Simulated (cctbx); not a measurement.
**What resolution and counting buy: FeBiS4**

Space group Pbcn (no. 60), a = 5.9690 Å, b = 15.0960 Å, c = 6.4860 Å, α = 90.00°, β = 90.00°, γ = 90.00°.

| atom | mult. | x | y | z | Ueq (Å²) |
| --- | --- | --- | --- | --- | --- |
| Bi1 | 4 | 1/2 | 0.3293 | 1/4 | 0.0043 |
| Fe1 | 4 | 0 | 0.5655 | 1/4 | 0.0179 |
| S1 | 8 | 0.7549 | 0.4389 | 0.4187 | 0.0103 |
| S2 | 8 | 0.7684 | 0.6955 | 0.4265 | 0.0101 |

This is a model crystal, built by substitution and not relaxed, with assumed displacement parameters.

Five simulated data sets (cctbx; Ag Kα, λ = 0.56087 Å; 6 % proportional error) differ in resolution or exposure (noise floor 8 counts in the first three, 8 in the last two). Each is refined with the right model, isotropic at 1.1 Å and anisotropic otherwise. How do the figures of merit and the uncertainties move?

| d min (Å) | top counts | ⟨I/σ⟩ (unmerged, absences included) | unique | param. (scale apart) | Rint | R1 | GooF | largest s.u. xyz (fractional) | s.u. U of S1 (Å²) | largest error (Å) |
| --- | --- | --- | --- | --- | --- | --- | --- | --- | --- | --- |
| 1.1 | 70000 | 9.2 | 228 | 12 | 0.042 | 0.0227 | 2.06 | 0.00041 | 0.0009 | 0.0099 |
| 0.84 | 70000 | 9.3 | 518 | 28 | 0.043 | 0.0150 | 1.01 | 0.00011 | 0.0004 | 0.0013 |
| 0.6 | 70000 | 8.8 | 1417 | 28 | 0.044 | 0.0146 | 0.93 | 0.00007 | 0.0002 | 0.0008 |
| 0.75 | 300 | 1.3 | 728 | 28 | 0.323 | 0.0729 | 0.91 | 0.00189 | 0.0051 | 0.0250 |
| 0.75 | 3000 | 4.8 | 728 | 28 | 0.077 | 0.0241 | 0.91 | 0.00039 | 0.0010 | 0.0050 |

GooF reaches 2.06 where the model lacks something that the data hold (anisotropy at the isotropic level, for one). The s.u. of U for S1 goes 0.0009, 0.0004, 0.0002 Å² with resolution and 0.0051, 0.0010 Å² with exposure.

The 1.1 Å row also differs in its displacement model, so it isn't a clean test of resolution.

Hardware for the 0.6 Å refinement: 0.41 s on 1 thread of Arm Neoverse V2 (shared host), peak memory 0.09 GiB.
